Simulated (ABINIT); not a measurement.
# LiNbO3 (R3c): a self-consistent loop beyond G0W0, cycle by cycle

Aim: iterate the self-energy on LiNbO3 (R3c) and follow the gap from cycle to cycle.

Calculated with ABINIT 10.8.3; PBE and many-body steps on it, plane waves.

## Step 1: Starting point

It takes space group R3c (No. 161, trigonal). The conventional cell has a = 5.152 Å, b = 5.152 Å, c = 13.869 Å, α = 90.00°, β = 90.00°, γ = 120.00°. Nearest to Li lie 6 O at 2.07 to 2.24 Å. Nearest to Nb lie 6 O at 1.88 to 2.13 Å. Nearest to O lie 2 Nb at 1.88 to 2.13 Å and 2 Li at 2.07 to 2.24 Å. Farther neighbours and most contacts between anions are not listed.

The cell and positions come from the Crystallography Open Database and are kept as given unless a step says otherwise.

## Step 2: Empty states on the mesh, 4×4×4 mesh, 255 bands

This step: ABINIT 10.8.3; DFT, PBE, plane waves, norm-conserving pseudopotentials.

The sums over transitions need many empty states on a uniform mesh; this step solves for them.

File run.abi:

```
acell 3*1.0 Angstrom
rprim 
  2.575800000019 1.487138823389 4.623000000000
  -2.575800000018 1.487138823389 4.623000000000
  0.000000000000 -2.974277646779 4.623000000000
ntypat 3
znucl 3 41 8
natom 10
typat 1 1 2 2 3 3 3 3 3 3
xred 
  0.281500000000 0.281500000000 0.281500000000
  0.781500000000 0.781500000000 0.781500000000
  0.000055000000 0.000055000000 0.000055000000
  0.500055000000 0.500055000000 0.500055000000
  0.112310000000 0.358360000000 0.719590000000
  0.719590000000 0.112310000000 0.358360000000
  0.358360000000 0.719590000000 0.112310000000
  0.219590000000 0.858360000000 0.612310000000
  0.858360000000 0.612310000000 0.219590000000
  0.612310000000 0.219590000000 0.858360000000
pp_dirpath "pseudos"
pseudos "Li.upf, Nb.upf, O.upf"
ecut 37
ngkpt 4 4 4
nshiftk 1
shiftk 0 0 0
kptopt 1
chksymbreak 0
iscf -2
irdden 1
istwfk *1
nband 255
nbdbuf 22
tolwfr 1e-09
nstep 60
prtvol 0
indata_prefix "in"
outdata_prefix "out"
tmpdata_prefix "tmp"
```

Run with:

```sh
$ OMP_NUM_THREADS=1 mpirun -n 32 abinit run.abi > log
```

Numbers of over 12 decimals in the logs are rounded to 6 here.

Log:

```text
.Version 10.8.3 of ABINIT. v10.8.2 released Aug 2026.

 Symmetries : space group R3 c (#161); Bravais hR (rhombohedral)
[... echo of the input left out ...]
== DATASET  1 ==================================================================
-   mpi_nproc: 32, omp_nthreads: 1 (-1 if OMP is not activated)
-    --> not optimal distribution: autoparal keyword recommended in input file <--

--- !DatasetInfo
iteration_state: {dtset: 1, }
dimensions: {natom: 10, nkpt: 13, mband: 255, nsppol: 1, nspinor: 1, nspden: 1, mpw: 7739, }
cutoff_energies: {ecut:  37.0, pawecutdg:  -1.0, }
[...]
3.13400    3.15562    3.15562    3.16147    3.18021    3.18021    3.20292    3.21860
   3.21860    3.22509    3.23551    3.23551    3.26064    3.26138    3.26138    3.27350
   3.29498    3.31046    3.32343    3.32403    3.34632    3.35789    3.36525
 prteigrs : prtvol=0 or 1, do not print more k-points.

== END DATASET(S) ==============================================================
================================================================================

 -outvars: echo values of variables after computation  --------
            nband         255
             nkpt          13
          spgroup         161
 [... the other variables as echoed above ...]

 Calculation completed.
```

Run time: 2.4 min. Hardware: 32 MPI ranks of Arm Neoverse V2, shared host; peak memory 3.1 GiB.

This step gave:

- gap: 3.616 eV
- k of the valence top: 0, 0, 0
- k of the conduction bottom: 0.5, 0.25, 0
- least direct gap: 3.618 eV
- k points computed: 13
- lowest point of the top converged band, above the valence top: 79.8480 eV

On this mesh the gap is 3.616 eV.

The density comes from a self-consistent run that is not shown.

## Step 3: Screening, 4×4×4 mesh, 233 bands, screening to 130.6 eV

The RPA dielectric matrix is built and inverted for each q.

This step: RPA screening on PBE, plane waves, norm-conserving pseudopotentials.

run.abi: that of step 2 with these lines changed.

```diff
@@ -28,10 +28,11 @@
 chksymbreak 0
-iscf -2
-irdden 1
 istwfk *1
-nband 255
-nbdbuf 22
-tolwfr 1e-09
-nstep 60
-prtvol 0
+occopt 1
+irdwfk 1
+optdriver 3
+nband 233
+ecuteps 4.8
+inclvkb 2
+awtr 1
+symchi 1
 indata_prefix "in"
```

Log:

```text
.Version 10.8.3 of ABINIT. v10.8.2 released Aug 2026.

 Symmetries : space group R3 c (#161); Bravais hR (rhombohedral)
[... echo of the input left out ...]
== DATASET  1 ==================================================================
-   mpi_nproc: 32, omp_nthreads: 1 (-1 if OMP is not activated)

--- !DatasetInfo
iteration_state: {dtset: 1, }
dimensions: {natom: 10, nkpt: 13, mband: 233, nsppol: 1, nspinor: 1, nspden: 1, mpw: 7739, }
cutoff_energies: {ecut:  37.0, pawecutdg:  -1.0, }
electrons: {nelect:   6.80000000E+01, charge:   0.00000000E+00, occopt:   1.00000000E+00, tsmear:   1.00000000E-02, }

 SCREENING: Calculation of the susceptibility and dielectric matrices

 Based on a program developped by R.W. Godby, V. Olevano, G. Onida, and L. Reining.
 Incorporated in ABINIT by V. Olevano, G.-M. Rignanese, and M. Torrent.
.Using double precision arithmetic ; gwpc =  8

[... cell and pseudopotentials left out ...]
--------------------------------------------------------------------------------

 ==== K-mesh for the wavefunctions ====
 Number of points in the irreducible wedge :    13
[... list of points left out ...]
 Together with  6 symmetry operations and time-reversal symmetry
 yields    64 points in the full Brillouin Zone.

 ==== Q-mesh for the screening function ====
 Number of points in the irreducible wedge :    13
[... list of points left out ...]
 Together with  6 symmetry operations and time-reversal symmetry
 yields    64 points in the full Brillouin Zone.

 setmesh: FFT mesh size selected  =    40x   40x   40
          total number of points  =        64000

 vcoul_init : cutoff-mode = AUXILIARY_FUNCTION
 q-points for optical limit:   1
     1)      0.000010    0.000020    0.000030

- screening: taking advantage of time-reversal symmetry
- Maximum band index for partially occupied states nbvw = 34
- Remaining bands to be divided among processors   nbcw = 199
- Number of bands treated by each node ~6

 Number of electrons calculated from density =   68.0000; Expected =   68.0000
 average of density, n =  0.094836
 r_s =    1.3603
 omega_plasma =   29.7059 [eV]

 calculating chi0 at frequencies [eV] :
  1    0.000000E+00    0.000000E+00
  2    0.000000E+00    2.970588E+01

--------------------------------------------------------------------------------
  q-point number  1        q = ( 0.000000, 0.000000, 0.000000) [r.l.u.]
--------------------------------------------------------------------------------
[... chi0 elements left out ...]
 For q-point:  0.000010 0.000020 0.000030
  dielectric constant =   5.0252
  dielectric constant without local fields =   5.6246

  Average fulfillment of the sum rule on Im[epsilon] for q-point    1 :     71.00  [%]
[... wings left out ...]
  q-point number  2        q = ( 0.250000, 0.000000, 0.000000) [r.l.u.]
--------------------------------------------------------------------------------
[... chi0 elements left out ...]
  Average fulfillment of the sum rule on Im[epsilon] for q-point    2 :     78.60  [%]

 [... 11 further q-points ...]
```

Run time: 4.9 min. Hardware: 32 MPI ranks; peak memory 23 GiB.

This step gave:

```yaml
eps_infinity_with_local_fields_on_this_mesh_along_the_program_s_q_direction: 5.025
the_same_without_local_fields: 5.625
plasma_frequency: 29.71 eV
plane_waves_in_the_screening_matrix: 339
```

Local fields lower ε∞ by 11 %.

## Step 4: G0W0

The self-energy is evaluated for the states that the input lists, and the levels follow from it, in one-shot runs by the linearised quasiparticle equation.

This step: G0W0 on PBE, plane waves, norm-conserving pseudopotentials.

run.abi: that of step 3 with these lines changed.

```diff
@@ -31,8 +31,17 @@
 irdwfk 1
-optdriver 3
+optdriver 4
 nband 233
+gwcalctyp 0
+ecutsigx 37
+symsigma 1
+nkptgw 2
+kptgw 
+  0.0000000000 0.0000000000 0.0000000000
+  0.5000000000 0.2500000000 0.0000000000
+bdgw 
+  33 36
+  33 36
 ecuteps 4.8
-inclvkb 2
-awtr 1
-symchi 1
+irdscr 1
+ppmodel 1
 indata_prefix "in"
```

Log:

```text
.Version 10.8.3 of ABINIT. v10.8.2 released Aug 2026.

 Symmetries : space group R3 c (#161); Bravais hR (rhombohedral)
[... echo of the input left out ...]
== DATASET  1 ==================================================================
-   mpi_nproc: 32, omp_nthreads: 1 (-1 if OMP is not activated)

--- !DatasetInfo
iteration_state: {dtset: 1, }
dimensions: {natom: 10, nkpt: 13, mband: 233, nsppol: 1, nspinor: 1, nspden: 1, mpw: 7739, }
cutoff_energies: {ecut:  37.0, pawecutdg:  -1.0, }
electrons: {nelect:   6.80000000E+01, charge:   0.00000000E+00, occopt:   1.00000000E+00, tsmear:   1.00000000E-02, }

 SIGMA: Calculation of the GW corrections

 Based on a program developped by R.W. Godby, V. Olevano, G. Onida, and L. Reining.
 Incorporated in ABINIT by V. Olevano, G.-M. Rignanese, and M. Torrent.
.Using double precision arithmetic ; gwpc =  8

[... cell and pseudopotentials left out ...]
--------------------------------------------------------------------------------

 ==== K-mesh for the wavefunctions ====
 Number of points in the irreducible wedge :    13
[... list of points left out ...]
 Together with  6 symmetry operations and time-reversal symmetry
 yields    64 points in the full Brillouin Zone.

 ==== Q-mesh for screening function ====
 Number of points in the irreducible wedge :    13
[... list of points left out ...]
 Together with  6 symmetry operations and time-reversal symmetry
 yields    64 points in the full Brillouin Zone.

 vcoul_init : cutoff-mode = AUXILIARY_FUNCTION
 q-points for optical limit:   1
     1)      0.000010    0.000020    0.000030
 setmesh: FFT mesh size selected  =    60x   60x   60
          total number of points  =       216000

 Number of electrons calculated from density =   68.0000; Expected =   68.0000
 average of density, n =  0.094836
 r_s =    1.3603
 omega_plasma =   29.7059 [eV]

 === KS Band Gaps ===
  >>>> For spin  1
   Minimum direct gap =   3.6183 [eV], located at k-point      :   0.0000  0.0000  0.0000
   Fundamental gap    =   3.6160 [eV], Top of valence bands at :   0.0000  0.0000  0.0000
                                       Bottom of conduction at :   0.5000  0.2500  0.0000
 SIGMA fundamental parameters:
 PLASMON POLE MODEL  1
 number of plane-waves for SigmaX                 7739
 number of plane-waves for SigmaC and W            339
 number of plane-waves for wavefunctions          7739
 number of bands                                   233
 number of independent spin polarizations            1
 number of spinorial components                      1
 number of k-points in IBZ                          13
 number of q-points in IBZ                          13
 number of symmetry operations                       6
 number of k-points in BZ                           64
 number of q-points in BZ                           64
 number of frequencies for dSigma/dE                 9
 frequency step for dSigma/dE [eV]                0.25
 number of omega for Sigma on real axis              0
 max omega for Sigma on real axis  [eV]           0.00
 zcut for avoiding poles [eV]                     0.10

 EPSILON^-1 parameters (SCR file):
 dimension of the eps^-1 matrix on file            339
 dimension of the eps^-1 matrix used               339
 number of plane-waves for wavefunctions          7739
 number of bands                                   233
 number of q-points in IBZ                          13
 number of frequencies                               2
 number of real frequencies                          1
 number of imag frequencies                          1

 matrix elements of self-energy operator (all in [eV])

 Perturbative Calculation

--- !SelfEnergy_ee
iteration_state: {dtset: 1, }
kpoint     : [   0.000,    0.000,    0.000, ]
spin       : 1
KS_gap     :    3.618
QP_gap     :    5.100
Delta_QP_KS:    1.482
data: !SigmaeeData |
     Band     E0 <VxcDFT>   SigX SigC(E0)      Z dSigC/dE  Sig(E)    E-E0       E
       33   4.475 -19.865 -24.865   4.706   0.774  -0.291 -20.093  -0.228   4.247
       34   4.475 -19.865 -24.865   4.706   0.774  -0.291 -20.093  -0.228   4.247
       35   8.093 -17.114 -11.382  -4.190   0.813  -0.230 -15.860   1.254   9.348
       36   8.093 -17.114 -11.382  -4.190   0.813  -0.230 -15.860   1.254   9.348

--- !SelfEnergy_ee
iteration_state: {dtset: 1, }
kpoint     : [   0.500,    0.250,    0.000, ]
spin       : 1
KS_gap     :    3.727
QP_gap     :    5.225
Delta_QP_KS:    1.499
data: !SigmaeeData |
     Band     E0 <VxcDFT>   SigX SigC(E0)      Z dSigC/dE  Sig(E)    E-E0       E
       33   4.173 -19.692 -24.669   4.625   0.776  -0.288 -19.966  -0.274   3.899
       34   4.364 -19.756 -24.822   4.731   0.775  -0.291 -20.015  -0.259   4.105
       35   8.091 -17.056 -11.284  -4.250   0.814  -0.228 -15.817   1.239   9.331
       36   8.569 -17.473 -11.697  -4.169   0.809  -0.236 -16.172   1.300   9.869

== END DATASET(S) ==============================================================
================================================================================

 -outvars: echo values of variables after computation  --------
           etotal      0.0000000000E+00
            nband         233
             nkpt          13
          spgroup         161
 [... the other variables as echoed above ...]

 Calculation completed.
```

The job ended after 24 s (32 MPI ranks; peak memory 11 GiB).

This step gave:

```
G0W0 gap on the points computed              : 5.084 eV
starting gap on the mesh                     : 3.616 eV
k of the valence top                         : 0, 0, 0
k of the conduction bottom                   : 0.5, 0.25, 0
Z at the valence top                         : 0.774
Z at the conduction bottom                   : 0.814
least direct G0W0 gap on the computed points : 5.101 eV
```

The gap on the mesh goes from 3.62 eV to 5.08 eV, a correction of +1.47 eV.

## Step 5: evGW0, cycle 1

This step: evGW0 on PBE, plane waves, norm-conserving pseudopotentials.

run.abi: that of step 4 with these lines changed.

```diff
@@ -33,12 +33,34 @@
 nband 233
-gwcalctyp 0
+gwcalctyp 10
 ecutsigx 37
 symsigma 1
-nkptgw 2
+nkptgw 13
 kptgw 
   0.0000000000 0.0000000000 0.0000000000
+  0.2500000000 0.0000000000 0.0000000000
+  0.5000000000 0.0000000000 0.0000000000
+  0.2500000000 0.2500000000 0.0000000000
   0.5000000000 0.2500000000 0.0000000000
+  -0.2500000000 0.2500000000 0.0000000000
+  0.5000000000 0.5000000000 0.0000000000
+  0.2500000000 0.2500000000 0.2500000000
+  0.5000000000 0.2500000000 0.2500000000
+  -0.2500000000 0.2500000000 0.2500000000
+  0.5000000000 0.5000000000 0.2500000000
+  -0.2500000000 0.5000000000 0.2500000000
+  0.5000000000 0.5000000000 0.5000000000
 bdgw 
-  33 36
-  33 36
+  17 46
+  17 46
+  17 46
+  17 46
+  17 46
+  17 46
+  17 46
+  17 46
+  17 46
+  17 46
+  17 46
+  17 46
+  17 46
 ecuteps 4.8
```

Log:

```text
.Version 10.8.3 of ABINIT. v10.8.2 released Aug 2026.

 Symmetries : space group R3 c (#161); Bravais hR (rhombohedral)
[... echo of the input left out ...]
== DATASET  1 ==================================================================
-   mpi_nproc: 32, omp_nthreads: 1 (-1 if OMP is not activated)

--- !DatasetInfo
iteration_state: {dtset: 1, }
dimensions: {natom: 10, nkpt: 13, mband: 233, nsppol: 1, nspinor: 1, nspden: 1, mpw: 7739, }
cutoff_energies: {ecut:  37.0, pawecutdg:  -1.0, }
electrons: {nelect:   6.80000000E+01, charge:   0.00000000E+00, occopt:   1.00000000E+00, tsmear:   1.00000000E-02, }

 SIGMA: Calculation of the GW corrections

 Based on a program developped by R.W. Godby, V. Olevano, G. Onida, and L. Reining.
 Incorporated in ABINIT by V. Olevano, G.-M. Rignanese, and M. Torrent.
.Using double precision arithmetic ; gwpc =  8

[... cell and pseudopotentials left out ...]
--------------------------------------------------------------------------------

 ==== K-mesh for the wavefunctions ====
 Number of points in the irreducible wedge :    13
[... list of points left out ...]
 Together with  6 symmetry operations and time-reversal symmetry
 yields    64 points in the full Brillouin Zone.

 ==== Q-mesh for screening function ====
 Number of points in the irreducible wedge :    13
[... list of points left out ...]
 Together with  6 symmetry operations and time-reversal symmetry
 yields    64 points in the full Brillouin Zone.

 vcoul_init : cutoff-mode = AUXILIARY_FUNCTION
 q-points for optical limit:   1
     1)      0.000010    0.000020    0.000030
 setmesh: FFT mesh size selected  =    60x   60x   60
          total number of points  =       216000

 Number of electrons calculated from density =   68.0000; Expected =   68.0000
[...]
spin       : 1
KS_gap     :    4.235
QP_gap     :    5.810
Delta_QP_KS:    1.575
data: !SigmaeeData |
     Band     E_DFT   <VxcDFT>   E(N-1)  <Hhartree>   SigX  SigC[E(N-1)]    Z     dSigC/dE  Sig[E(N)]  DeltaE  E(N)_pert E(N)_diago
[...]
--- !SelfEnergy_ee
iteration_state: {dtset: 1, }
kpoint     : [   0.500,    0.500,    0.500, ]
spin       : 1
KS_gap     :    4.981
QP_gap     :    6.601
Delta_QP_KS:    1.620
data: !SigmaeeData |
     Band     E_DFT   <VxcDFT>   E(N-1)  <Hhartree>   SigX  SigC[E(N-1)]    Z     dSigC/dE  Sig[E(N)]  DeltaE  E(N)_pert E(N)_diago
[...]
45    13.667   -11.529    13.667    25.196    -6.434    -4.282     0.832    -0.202   -10.852     0.676    14.344    15.179
       46    13.667   -11.529    13.667    25.196    -6.434    -4.282     0.832    -0.202   -10.852     0.676    14.344    15.179

 New Fermi energy :        2.534639E-01 Ha ,    6.897103E+00 eV

 === QP Band Gaps ===
  >>>> For spin  1
   Minimum direct gap =   5.4547 [eV], located at k-point      :   0.0000  0.0000  0.0000
   Fundamental gap    =   5.4319 [eV], Top of valence bands at :   0.0000  0.0000  0.0000
                                       Bottom of conduction at :   0.5000  0.2500  0.0000

 writing QP data on file : out_QPS

 Convergence of QP corrections
 >>>>> For spin  1 <<<<<
.  kptgw no:  1; Maximum DeltaE = (  -0.348   0.000) for band index: 29
.  kptgw no:  2; Maximum DeltaE = (  -0.356   0.000) for band index: 29
.  kptgw no:  3; Maximum DeltaE = (  -0.467  -0.000) for band index: 27
[...]
.  kptgw no: 12; Maximum DeltaE = (  -0.536   0.001) for band index: 26
.  kptgw no: 13; Maximum DeltaE = (  -0.536   0.001) for band index: 25

== END DATASET(S) ==============================================================
================================================================================

 -outvars: echo values of variables after computation  --------
           etotal      0.0000000000E+00
            nband         233
             nkpt          13
          spgroup         161
 [... the other variables as echoed above ...]

 Calculation completed.
```

Elapsed: 13 min, on 32 MPI ranks; peak memory 54 GiB; 5.5 h of CPU time.

This step gave:

| Item | Value |
| --- | --- |
| quasiparticle gap on the mesh | 5.432 eV |
| gap of the density functional on the mesh | 3.616 eV |
| k of the valence top | 0, 0, 0 |
| k of the conduction bottom | 0.5, 0.25, 0 |
| Z at the valence top | 0.774 |
| Z at the conduction bottom | 0.814 |
| least direct quasiparticle gap on the computed points | 5.455 eV |

Against G0W0 in ABINIT (4×4×4 mesh, 233 bands, screening to 130.6 eV, Godby-Needs plasmon pole), the gap moves by +0.348 eV. This first cycle still uses the starting levels; it takes the full correction, at all points of the mesh, and its linearised value is 5.084 eV.

## Step 6: evGW0, cycle 2

The corrected levels of the last cycle go back in.

run.abi: that of step 5 with these lines changed.

```diff
@@ -68,2 +68,3 @@
 ppmodel 1
+irdqps 1
 indata_prefix "in"
```

Log:

```text
.Version 10.8.3 of ABINIT. v10.8.2 released Aug 2026.

 Symmetries : space group R3 c (#161); Bravais hR (rhombohedral)
[... echo of the input left out ...]
== DATASET  1 ==================================================================
-   mpi_nproc: 32, omp_nthreads: 1 (-1 if OMP is not activated)

--- !DatasetInfo
iteration_state: {dtset: 1, }
dimensions: {natom: 10, nkpt: 13, mband: 233, nsppol: 1, nspinor: 1, nspden: 1, mpw: 7739, }
cutoff_energies: {ecut:  37.0, pawecutdg:  -1.0, }
[...]
.  kptgw no:  3; Maximum DeltaE = (   0.050   0.000) for band index: 27
[...]
.  kptgw no: 12; Maximum DeltaE = (   0.069   0.000) for band index: 23
.  kptgw no: 13; Maximum DeltaE = (   0.055   0.001) for band index: 27

== END DATASET(S) ==============================================================
================================================================================

 -outvars: echo values of variables after computation  --------
           etotal      0.0000000000E+00
            nband         233
             nkpt          13
          spgroup         161
 [... the other variables as echoed above ...]

 Calculation completed.
```

Run time: 15 min. Hardware: 32 MPI ranks; peak memory 54 GiB.

Numbers from this step:

| Quantity | Value |
| --- | --- |
| quasiparticle gap on the mesh | 5.322 eV |
| gap of the density functional on the mesh | 3.616 eV |
| k of the valence top | 0, 0, 0 |
| k of the conduction bottom | 0.5, 0.25, 0 |
| least direct quasiparticle gap on the computed points | 5.337 eV |

Against the cycle before, the gap moves by −0.110 eV.

[end of part 1 of 2]

[Paths, hosts, dates, memory and timing lines, banners, echoed tables and standing remarks are left out of the program output.]

[Logs are printed without paths, hosts, clocks, repeated set-up lines and the standing remarks that a program may print on its own settings, such as how far it seeks lower states.]

[Runs of the session that timed out or met a known fault of the program may be left out.]

[Hosts, paths, dates, database ids (printed as entryN), source tags and the programs' standing remarks are cut or masked in the printed files.]

[G0W0 gaps are taken among the corrected bands and points alone; a level outside them can change the order at an edge.]

[Where Ansatz stands beside ABINIT at settings called matched, ABINIT's density can come from a denser mesh and the files from another edition; pairs whose starting gaps differed by over 0.03 eV were left out, so agreement reads better than it is.]
